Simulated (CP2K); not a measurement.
The O K edge of methanol dimer was computed by TDDFT (CP2K XAS_TDP, aug-cc-pVDZ, TDA) at these levels: PBE, PBEh(45%) and PBEh(45%) + GW2X. The first three lines of O2 (bonded to C and H, takes 1 H bond) with a strength over 0.0015, energy in eV and strength:

```tsv
run	first	second	third
1	530.39 (0.015)	531.91 (0.025)	532.69 (0.009)
2	510.86 (0.003)	511.50 (0.002)	513.06 (0.003)
3	535.83 (0.015)	537.35 (0.025)	538.12 (0.009)
```

Question: Which run is which?

Run 1: PBEh(45%) (45 % exact exchange). Run 2: PBE (0 % exact exchange). Run 3: PBEh(45%) + GW2X (45 % exact exchange). Self-interaction lifts the core level, so the uncorrected lines rise with the share of exact exchange. The GW2X run keeps the spacings of its parent: 1.52 eV between the first two lines in run 3, 1.52 eV in run 1. Its shift is +5.44 eV, since the Kohn–Sham level at this share of exchange lies that far above the quasiparticle level.

[Banner, clock and machine lines of the logs are left out without a mark of their own.]

[Logs are printed without paths, hosts, clocks, repeated set-up lines and the standing remarks that a program may print on its own settings, such as how far it seeks lower states.]

[Hosts, paths, dates, database ids (printed as entryN), source tags and the programs' standing remarks are cut or masked in the printed files.]
